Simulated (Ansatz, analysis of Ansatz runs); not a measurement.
## Interstitial H in bcc Ta, hop from a tetrahedral to the next tetrahedral site: migration barrier, PBE

Aim: the migration barrier of interstitial H in bcc Ta, hop from a tetrahedral to the next tetrahedral site, to be set beside the measurement. Set-up: PBE, 32-site cell, PBE lattice, 420 eV, k: the zone centre alone. The model is a cell of 32 host atoms with 1 H put in. The barrier is the energy of the highest image of a climbing band over the relaxed site that the atom leaves.

What was measured. Migration barrier: 0.152 eV, by Gorsky effect, pulsed-field-gradient NMR, Mössbauer motional narrowing (T > 250 K); average of cited values (quoted in “Explainable Machine Learning for Hydrogen Diffusion in Metals and Random Binary Alloys”, 2023, G. M. Lu et al., quoting earlier work (1976)).

Main program and level: Ansatz 0.2.0; plane-wave PAW DFT, PBE; relaxation of all atoms of a defect supercell.

**1. Starting point**

The cell holds 33 atoms: 32 Ta and 1 H. Cell: a = 9.392 Å, b = 9.392 Å, c = 9.392 Å, α = 60.0°, β = 60.0°, γ = 60.0°. It derives from Ta (space group Im-3m). Nearest the centre at fractional (0.312, 0.438, 0.562): H33 at 0.00 Å, Ta4 at 1.86 Å, Ta14 at 1.86 Å, Ta7 at 1.86 Å, Ta29 at 1.86 Å, Ta22 at 2.99 Å, Ta8 at 2.99 Å, Ta13 at 2.99 Å.

The host's primitive cell comes from a first run (plane-wave PAW DFT, PBE; relaxation of the host's cell and atoms): vectors of 2.876, 2.876 and 2.876 Å. That is 18.31 Å³ an atom, 1.6 % over the diffraction cell's volume. The supercell is built on it.

**2. Relaxation, charge 0**

A barrier counts from a true minimum, so both ends of the jump are relaxed first.

The input, start/input.yaml:

```yaml
relax:
  f_tol: 0.02
  max_steps: 80
  escape_saddle: false
crystal:
  lattice:
    - [0.0, 6.64119614, 6.64119614]
    - [6.64119614, 0.0, 6.64119614]
    - [6.64119614, 6.64119614, 0.0]
  atoms:
    - { symbol: Ta, position: [0.0, 0.0, 0.0] }
    - { symbol: Ta, position: [0.125, 0.125, 0.125] }
    - { symbol: Ta, position: [0.25, 0.25, 0.25] }
    - { symbol: Ta, position: [0.375, 0.375, 0.375] }
    - { symbol: Ta, position: [0.0, 0.0, 0.5] }
    - { symbol: Ta, position: [0.125, 0.125, 0.625] }
    - { symbol: Ta, position: [0.25, 0.25, 0.75] }
    - { symbol: Ta, position: [0.375, 0.375, 0.875] }
    - { symbol: Ta, position: [0.0, 0.5, 0.0] }
    - { symbol: Ta, position: [0.125, 0.625, 0.125] }
    - { symbol: Ta, position: [0.25, 0.75, 0.25] }
    - { symbol: Ta, position: [0.375, 0.875, 0.375] }
    - { symbol: Ta, position: [0.0, 0.5, 0.5] }
    - { symbol: Ta, position: [0.125, 0.625, 0.625] }
    - { symbol: Ta, position: [0.25, 0.75, 0.75] }
    - { symbol: Ta, position: [0.375, 0.875, 0.875] }
    - { symbol: Ta, position: [0.5, 0.0, 0.0] }
    - { symbol: Ta, position: [0.625, 0.125, 0.125] }
    - { symbol: Ta, position: [0.75, 0.25, 0.25] }
    - { symbol: Ta, position: [0.875, 0.375, 0.375] }
    - { symbol: Ta, position: [0.5, 0.0, 0.5] }
    - { symbol: Ta, position: [0.625, 0.125, 0.625] }
    - { symbol: Ta, position: [0.75, 0.25, 0.75] }
    - { symbol: Ta, position: [0.875, 0.375, 0.875] }
    - { symbol: Ta, position: [0.5, 0.5, 0.0] }
    - { symbol: Ta, position: [0.625, 0.625, 0.125] }
    - { symbol: Ta, position: [0.75, 0.75, 0.25] }
    - { symbol: Ta, position: [0.875, 0.875, 0.375] }
    - { symbol: Ta, position: [0.5, 0.5, 0.5] }
    - { symbol: Ta, position: [0.625, 0.625, 0.625] }
    - { symbol: Ta, position: [0.75, 0.75, 0.75] }
    - { symbol: Ta, position: [0.875, 0.875, 0.875] }
    - { symbol: H, position: [0.3125, 0.4375, 0.5625] }
basis:
  ecutwfc: 420
  xc_grid: 2
hamiltonian:
  xc: pbe
kpoints:
  mp_grid: { grid: [1, 1, 1] }
scf:
  occupations: { method: methfessel_paxton, width: 0.1 }
  max_iter: 80
output:
  forces: true
checkpoint:
  write: "../start.run"
  compress: false
  write_wavefunctions: true
  write_every: 100000
```

Run with:

```
> ansatz run input.yaml --threads 4 --pin off --max-ram 14131MiB --backend cpu --events-out ev --progress --plain --runs-dir out
```

Numbers of over 12 decimals in the logs are rounded to 6 here.

What it wrote:

```text
[... repeated set-up lines and file paths are left out, and long positions are rounded to six places ...]
Engine: ansatz 0.2.0, aarch64-unknown-linux-gnu
Pseudopotentials: kind: paw
Pseudopotential: Ta, paw, valence charge 13, recommended cutoff 420 eV (normal), Ta.paw.azcp
Pseudopotential: H, paw, valence charge 1, recommended cutoff 420 eV (normal), H.paw.azcp
Functional definition: PBE
  parameter kappa = 0.804
  parameter beta = 0.066725
  exchange = pbe_x(kappa = kappa, mu = beta*pi^2/3)
  correlation = pbe_c(beta = beta)
Crystal: 33 atoms, lattice volume = 585.826 Å³
Basis set: ecut = 420 eV, 11575 PW (Γ), exchange–correlation on 128×128×128 points (8 copies of the dense FFT grid, shifted against one another)
Bands: 251, of which v1, the nominal top of the filled ones, is band 209 counted from 1 (208 counted from 0)
Symmetry: 8 space group operations
Space group: I-42m (ITA 121), of the structure as read, at distance tolerance 8.4e-5 Å
k-points: 1
Non-local potential: Ta, projectors of the file, l = 0: 3, l = 1: 2, l = 2: 2, l = 3: 1
Non-local potential: H, projectors of the file, l = 0: 2, l = 1: 1
PAW form: soft (Blöchl's): semilocal exchange-correlation on the pseudo side does not see the compensation charge
PAW one-centre angular grid: Ta, 590 points (default); XC on 64 Gauss nodes
PAW one-centre angular grid: H, 110 points (default); XC on 64 Gauss nodes
Initial density: superposition of atomic densities (neutral atoms: chi_scale 0, normalization atom), corrected by the library's trained network
Initial wavefunctions: pseudopotential atomic-orbital guess
Functional: x = pbe(κ = 0.804, μ = 0.219515), c = pbe(β = 0.066725)
SCF iter   1: F=—  HF=-317863.607435 eV  |F-HF|=—  |Δ(HF+E_count)|=         —  Δρ=5.97e-3  dr2=1.57e-1  ethr=1.77e-3  ⟨swp⟩=15.0  Hψ=1386  notcnv=0
preconditioner: auto → Resta (q_TF=auto, 2.578 Å⁻¹)  ε∞=18.3  [insulator: Δε(μ)=1.593 eV  Ē_g=4.680 eV  σ=0.100 eV  W_gap=0.77  n_scr=168 (ndim 8)  ℏωp=19.5 eV  f_vac=0.000  D(μ)=68.73/eV (n_scr^D=940)  ε∞_Penn≈18.3]
SCF iter   2: F=—  HF=-317863.597629 eV  |F-HF|=—  |Δ(HF+E_count)|=   9.81e-3  S|Δr|=    0.00e0  Δρ=3.63e-3  dr2=4.63e-2  ethr=3.78e-5  ⟨swp⟩=2.0  Hψ=351  notcnv=0  defer=3
SCF iter   3: F=—  HF=-317863.594651 eV  |F-HF|=—  |Δ(HF+E_count)|=   2.98e-3  S|Δr|=    0.00e0  Δρ=3.63e-4  dr2=4.45e-4  ethr=1.11e-5  ⟨swp⟩=2.0  Hψ=271  notcnv=0  defer=3
SCF iter   4: F=—  HF=-317863.596081 eV  |F-HF|=—  |Δ(HF+E_count)|=   1.43e-3  S|Δr|=    0.00e0  Δρ=8.09e-5  dr2=2.34e-5  ethr=1.07e-7  ⟨swp⟩=2.0  Hψ=290  notcnv=0  defer=3
SCF iter   5: F=-317863.596083 eV  HF=-317863.596084 eV  |F-HF|=6.27e-7  |Δ(HF+E_count)|=   2.69e-6  S|Δr|=    0.00e0  Δρ=1.35e-5  dr2=1.13e-6  ethr=2.40e-9  ⟨swp⟩=4.0  Hψ=751  notcnv=0
SCF 1 converged in 5 iterations: F = -317863.596083 eV  dr2 = 1.13e-6
  greatest PAW one-centre occupation: 1.000 electrons in one spin orbital (limit 2), on the Ta atom at site 30 (counted from 0), in its partial waves of l = 0
relax step   1: F+E_penalty+E_count = -317863.59608312 eV  Δ(F+E_penalty+E_count) = +0.000e0 eV  max|allowed force component| = 1.130e0 eV/Å  Δτ_max = 0.0000 Å  (5 SCF iters, dr2 threshold 1.00e-5 eV, accepted)
[... the SCF cycles and remarks between the steps are left out from here to the last step ...]
relax step   2: F+E_penalty+E_count = -317862.76916558 eV  Δ(F+E_penalty+E_count) = +8.269e-1 eV  max|allowed force component| = 1.865e0 eV/Å  Δτ_max = 0.1663 Å  (6 SCF iters, dr2 threshold 7.98e-5 eV, rejected (line search))
relax step   3: F+E_penalty+E_count = -317863.77581954 eV  Δ(F+E_penalty+E_count) = -1.797e-1 eV  max|allowed force component| = 2.887e-1 eV/Å  Δτ_max = 0.0516 Å  (7 SCF iters, accepted)
relax step   4: F+E_penalty+E_count = -317863.79810753 eV  Δ(F+E_penalty+E_count) = -2.229e-2 eV  max|allowed force component| = 2.959e-1 eV/Å  Δτ_max = 0.0305 Å  (5 SCF iters, dr2 threshold 5.21e-6 eV, accepted)
relax step   5: F+E_penalty+E_count = -317863.81249802 eV  Δ(F+E_penalty+E_count) = -1.439e-2 eV  max|allowed force component| = 6.435e-2 eV/Å  Δτ_max = 0.0155 Å  (5 SCF iters, dr2 threshold 5.72e-6 eV, accepted)
relax step   6: F+E_penalty+E_count = -317863.81402068 eV  Δ(F+E_penalty+E_count) = -1.523e-3 eV  max|allowed force component| = 2.668e-2 eV/Å  Δτ_max = 0.0027 Å  (5 SCF iters, accepted)
relax step   7: F+E_penalty+E_count = -317863.81455621 eV  Δ(F+E_penalty+E_count) = -5.355e-4 eV  max|allowed force component| = 2.356e-2 eV/Å  Δτ_max = 0.0028 Å  (5 SCF iters, accepted)
SCF iter   1: F=—  HF=-317863.813697 eV  |F-HF|=—  |Δ(HF+E_count)|=         —  Δρ=2.76e-4  dr2=8.29e-4  ethr=1.15e-6  ⟨swp⟩=4.0  Hψ=489  notcnv=0  defer=38
SCF iter   2: F=—  HF=-317863.813598 eV  |F-HF|=—  |Δ(HF+E_count)|=   9.91e-5  S|Δr|=    0.00e0  Δρ=1.35e-4  dr2=1.88e-4  ethr=1.99e-7  ⟨swp⟩=1.0  Hψ=289  notcnv=0  defer=38
SCF iter   3: F=—  HF=-317863.813582 eV  |F-HF|=—  |Δ(HF+E_count)|=   1.61e-5  S|Δr|=    0.00e0  Δρ=1.87e-5  dr2=2.41e-6  ethr=4.50e-8  ⟨swp⟩=2.0  Hψ=294  notcnv=0  defer=38
SCF iter   4: F=—  HF=-317863.814833 eV  |F-HF|=—  |Δ(HF+E_count)|=   1.25e-3  S|Δr|=    0.00e0  Δρ=2.27e-6  dr2=2.63e-8  ethr=2.40e-11  ⟨swp⟩=4.0  Hψ=1013  notcnv=0
SCF iter   5: F=-317863.814833 eV  HF=-317863.814833 eV  |F-HF|=4.07e-10  |Δ(HF+E_count)|=   1.69e-9  S|Δr|=    0.00e0  Δρ=5.02e-7  dr2=1.29e-9  ethr=6.31e-12  ⟨swp⟩=2.0  Hψ=712  notcnv=0
SCF 8 converged in 5 iterations: F = -317863.814833 eV  dr2 = 1.29e-9
relax step   8: F+E_penalty+E_count = -317863.81483330 eV  Δ(F+E_penalty+E_count) = -2.771e-4 eV  max|allowed force component| = 1.568e-2 eV/Å  Δτ_max = 0.0018 Å  (5 SCF iters, accepted)
NSCF: frozen V_eff on 1 k-points
the band table was solved once a step of the walk had ended and its energy, with any forces and stress, was formed, with the checks that follow a solve (1092 applications of the Hamiltonian). They found nothing against the state; [...]
SCF converged after 5 iterations
Stability not checked: this state was not tested for a lower state beside it, because cold or Methfessel-Paxton smearing, or corrected tetrahedra, fill the levels in a way that the test cannot read (fill_not_monotonic; see scf.lower_state_search)
Free energy (F): -317863.814833 eV
Harris-Foulkes:  -317863.814833 eV  (|F-HF|=4.07e-10)
Internal energy: -317863.876157 eV  (E = F + TS)
E sigma→0 (E₀):  -317863.830164 eV
Entropy (-TS):   0.061324 eV (1.858 meV/atom)
Fermi energy:    17.534517 eV
--- Per-component energies (eV) ---
  E_band       = -3441.597284
  E_kinetic    = 11682.011347
  E_local      = -17804.792796  (includes V_loc(G=0)·N_el)
  E_nonlocal   = 491.324014
  E_hartree    = 6169.299539
  E_xc         = -6992.636286
  E_vxc        = -6533.268526  (∫ρ·V_xc dr)
  E_paw        = -268692.094498  (= ΣΔE_a)
  E_vpaw       = -3615.473624  (= ΣTr[D̂ρ^β])
  E_aug_tail   = 0.003125  (compensation charges beyond the density's cutoff)
  E_ewald      = -42716.990602
  E_smearing   = 0.061324  (= −TS)
  E_closure    = 0.000000  (closes the sum)
  Σ components = -317863.814833   (vs F -317863.814833, Δ=0.00e0)
--- Forces (eV/Å), atoms counted from 1 ---
  atom   1  Ta    -0.00000000    -0.00375332     0.01140897
  atom   2  Ta     0.00211557     0.00307557    -0.00139621
  atom   3  Ta    -0.00139621    -0.00307557    -0.00211557
  atom   4  Ta     0.01568100     0.00439178    -0.00000000
  atom   5  Ta     0.00139621    -0.00307557     0.00211557
  atom   6  Ta    -0.00158259     0.00607538    -0.00598721
  atom   7  Ta    -0.00000000    -0.00439178     0.01568100
  atom   8  Ta    -0.01037843    -0.00224800    -0.00000000
  atom   9  Ta     0.00598721    -0.00607538    -0.00158259
  atom  10  Ta    -0.00607934     0.00984451    -0.00000000
  atom  11  Ta     0.00000000     0.00224800    -0.01037843
  atom  12  Ta     0.00158259     0.00607538     0.00598721
  atom  13  Ta     0.00000000     0.00224800     0.01037843
  atom  14  Ta    -0.01568100     0.00439178     0.00000000
  atom  15  Ta     0.00598721    -0.00607538     0.00158259
  atom  16  Ta    -0.00211557     0.00307557    -0.00139621
  atom  17  Ta    -0.00000000    -0.00984451    -0.00607934
  atom  18  Ta     0.01140897     0.00375332     0.00000000
  atom  19  Ta    -0.00598721    -0.00607538     0.00158259
  atom  20  Ta    -0.00211557     0.00307557     0.00139621
  atom  21  Ta    -0.00598721    -0.00607538    -0.00158259
  atom  22  Ta     0.01037843    -0.00224800    -0.00000000
  atom  23  Ta     0.00000000    -0.00984451     0.00607934
  atom  24  Ta     0.00158259     0.00607538    -0.00598721
  atom  25  Ta    -0.00139621    -0.00307557     0.00211557
  atom  26  Ta    -0.00158259     0.00607538     0.00598721
  atom  27  Ta     0.00000000    -0.00375332    -0.01140897
  atom  28  Ta     0.00607934     0.00984451    -0.00000000
  atom  29  Ta    -0.00000000    -0.00439178    -0.01568100
  atom  30  Ta     0.00211557     0.00307557     0.00139621
  atom  31  Ta     0.00139621    -0.00307557    -0.00211557
  atom  32  Ta    -0.01140897     0.00375332     0.00000000
  atom  33  H      0.00000000     0.00000000     0.00000000
  max |Σ_I F_I| component: 3.47e-18 eV/Å
--- Band table (eV) ---
  k-point 0: bands = ["-48.8124", "-48.7851", "-48.7851", "-48.7735", [... 243 left out ...] "22.3172", "22.3235", "22.3502", "22.3596"]
--- Relaxed structure (8 steps of the walk, 7 accepted, 0 SCFs on fresh bases) ---
  F+E_penalty+E_count = -317863.81483330 eV   max|allowed force component| = 1.568e-2 eV/Å
  atoms:
    - { symbol: Ta, position: [-0.001809, 2.3131598641848352e-5, -2.3131598641848352e-5] }
    - { symbol: Ta, position: [0.125552, 0.125121, 0.125501] }
    - { symbol: Ta, position: [0.248826, 0.250552, 0.250121] }
    - { symbol: Ta, position: [0.376992, 0.373008, 0.368166] }
    - { symbol: Ta, position: [0.000121, 0.000501, 0.498826] }
    - { symbol: Ta, position: [0.125107, 0.124261, 0.626182] }
    - { symbol: Ta, position: [0.248008, 0.243166, 0.756834] }
    - { symbol: Ta, position: [0.376022, 0.373978, 0.878405] }
    - { symbol: Ta, position: [-0.000739, 0.501182, -0.000549] }
    - { symbol: Ta, position: [0.124066, 0.625934, 0.124962] }
    - { symbol: Ta, position: [0.248978, 0.753405, 0.246595] }
    - { symbol: Ta, position: [0.376182, 0.874451, 0.375107] }
    - { symbol: Ta, position: [-0.003405, 0.501022, 0.498978] }
    - { symbol: Ta, position: [0.118166, 0.631834, 0.626992] }
    - { symbol: Ta, position: [0.248818, 0.750739, 0.749893] }
    - { symbol: Ta, position: [0.376174, 0.874499, 0.874879] }
    - { symbol: Ta, position: [0.500934, -3.800571670953268e-5, 3.800571670953268e-5] }
    - { symbol: Ta, position: [0.626809, 0.123191, 0.125023] }
    - { symbol: Ta, position: [0.749451, 0.250107, 0.249261] }
    - { symbol: Ta, position: [0.875501, 0.373826, 0.375552] }
    - { symbol: Ta, position: [0.499893, 0.000549, 0.498818] }
    - { symbol: Ta, position: [0.628405, 0.121595, 0.626022] }
    - { symbol: Ta, position: [0.750038, 0.249066, 0.750934] }
    - { symbol: Ta, position: [0.875549, 0.373818, 0.875739] }
    - { symbol: Ta, position: [0.499448, 0.501174, -0.000501] }
    - { symbol: Ta, position: [0.625739, 0.624893, 0.125549] }
    - { symbol: Ta, position: [0.749977, 0.751809, 0.248191] }
    - { symbol: Ta, position: [0.874962, 0.875038, 0.374066] }
    - { symbol: Ta, position: [0.506834, 0.501992, 0.498008] }
    - { symbol: Ta, position: [0.624879, 0.624448, 0.626174] }
    - { symbol: Ta, position: [0.749499, 0.749879, 0.749448] }
    - { symbol: Ta, position: [0.875023, 0.874977, 0.876809] }
    - { symbol: H, position: [0.3125, 0.437500, 0.5625] }
```

Run time: 26 s. Hardware: 4 threads of Arm Neoverse V1, shared host; peak memory 0.81 GiB; 91 s of CPU time.

The run converged, but on settings that a careful run would not use, so its numbers are not the defect's.

**3. Relaxation, charge 0**

The other end of the jump is relaxed alike.

The input, end/input.yaml:

```yaml
relax:
  f_tol: 0.02
  max_steps: 80
  escape_saddle: false
crystal:
  lattice:
    - [0.0, 6.64119614, 6.64119614]
    - [6.64119614, 0.0, 6.64119614]
    - [6.64119614, 6.64119614, 0.0]
  atoms:
    - { symbol: Ta, position: [0.0, 0.0, 0.0] }
    - { symbol: Ta, position: [0.125, 0.125, 0.125] }
[... 1 atom line left out ...]
    - { symbol: Ta, position: [0.375, 0.375, 0.375] }
[... 1 atom line left out ...]
    - { symbol: Ta, position: [0.125, 0.125, 0.625] }
    - { symbol: Ta, position: [0.25, 0.25, 0.75] }
    - { symbol: Ta, position: [0.375, 0.375, 0.875] }
[... 2 atom lines left out ...]
    - { symbol: Ta, position: [0.25, 0.75, 0.25] }
[... 1 atom line left out ...]
    - { symbol: Ta, position: [0.0, 0.5, 0.5] }
    - { symbol: Ta, position: [0.125, 0.625, 0.625] }
[... 6 atom lines left out ...]
    - { symbol: Ta, position: [0.5, 0.0, 0.5] }
    - { symbol: Ta, position: [0.625, 0.125, 0.625] }
[... 1 atom line left out ...]
    - { symbol: Ta, position: [0.875, 0.375, 0.875] }
[... 4 atom lines left out ...]
    - { symbol: Ta, position: [0.5, 0.5, 0.5] }
[... 3 atom lines left out ...]
    - { symbol: H, position: [0.1875, 0.4375, 0.5625] }
basis:
  ecutwfc: 420
  xc_grid: 2
hamiltonian:
  xc: pbe
kpoints:
  mp_grid: { grid: [1, 1, 1] }
scf:
  occupations: { method: methfessel_paxton, width: 0.1 }
  max_iter: 80
output:
  forces: true
checkpoint:
  write: "../end.run"
  compress: false
  write_wavefunctions: true
  write_every: 100000
```

What it wrote:

```text
[...]
Crystal: 33 atoms, lattice volume = 585.826 Å³
Basis set: ecut = 420 eV, 11575 PW (Γ), exchange–correlation on 128×128×128 points (8 copies of the dense FFT grid, shifted against one another)
Bands: 251, of which v1, the nominal top of the filled ones, is band 209 counted from 1 (208 counted from 0)
Symmetry: 8 space group operations
[...]
k-points: 1
[...]
SCF iter   1: F=—  HF=-317863.611441 eV  |F-HF|=—  |Δ(HF+E_count)|=         —  Δρ=6.05e-3  dr2=1.47e-1  ethr=1.77e-3  ⟨swp⟩=13.0  Hψ=1477  notcnv=0
[...]
SCF iter   5: F=-317863.596079 eV  HF=-317863.596084 eV  |F-HF|=5.04e-6  |Δ(HF+E_count)|=   7.75e-6  S|Δr|=    0.00e0  Δρ=2.69e-5  dr2=7.31e-6  ethr=2.40e-9  ⟨swp⟩=4.0  Hψ=754  notcnv=0
SCF 1 converged in 5 iterations: F = -317863.596079 eV  dr2 = 7.31e-6
[...]
atom  33  H     -0.00000000     0.00000000     0.00000000
  max |Σ_I F_I| component: 4.34e-18 eV/Å
--- Band table (eV) ---
[...]
--- Relaxed structure (8 steps of the walk, 7 accepted, 0 SCFs on fresh bases) ---
  F+E_penalty+E_count = -317863.81483413 eV   max|allowed force component| = 1.568e-2 eV/Å
  atoms:
    - { symbol: Ta, position: [-0.000933, -3.786243208834503e-5, 3.786243208834503e-5] }
    - { symbol: Ta, position: [0.123826, 0.125120, 0.125502] }
    - { symbol: Ta, position: [0.251182, 0.250107, 0.249260] }
    - { symbol: Ta, position: [0.381834, 0.373008, 0.368166] }
    - { symbol: Ta, position: [0.000552, 0.000502, 0.498826] }
    - { symbol: Ta, position: [0.123978, 0.121595, 0.626022] }
    - { symbol: Ta, position: [0.251992, 0.243166, 0.756834] }
    - { symbol: Ta, position: [0.374893, 0.373818, 0.875740] }
[...]
- { symbol: Ta, position: [0.503405, 0.501022, 0.498978] }
    - { symbol: Ta, position: [0.624498, 0.624448, 0.626174] }
    - { symbol: Ta, position: [0.750549, 0.750740, 0.749893] }
    - { symbol: Ta, position: [0.873191, 0.874977, 0.876809] }
    - { symbol: H, position: [0.187500, 0.437500, 0.5625] }
[key lines of the parts left out:]
SCF converged after 5 iterations
Free energy (F): -317863.814834 eV
Fermi energy:    17.534519 eV
```

Run time: 24 s. Hardware: 4 threads; peak memory 0.82 GiB.

The run converged, but on settings that a careful run would not use, so its numbers are not the defect's.

(Continued in part 2 of 2.)

[Logs are printed without paths, hosts, clocks, repeated set-up lines and the standing remarks that a program may print on its own settings, such as how far it seeks lower states.]

[Hosts, paths, dates, database ids (printed as entryN), source tags and the programs' standing remarks are cut or masked in the printed files.]

[For some hosts the program warned that the k-mesh of the response run may be too coarse for force constants and the static dielectric constant; such warnings are not shown here.]
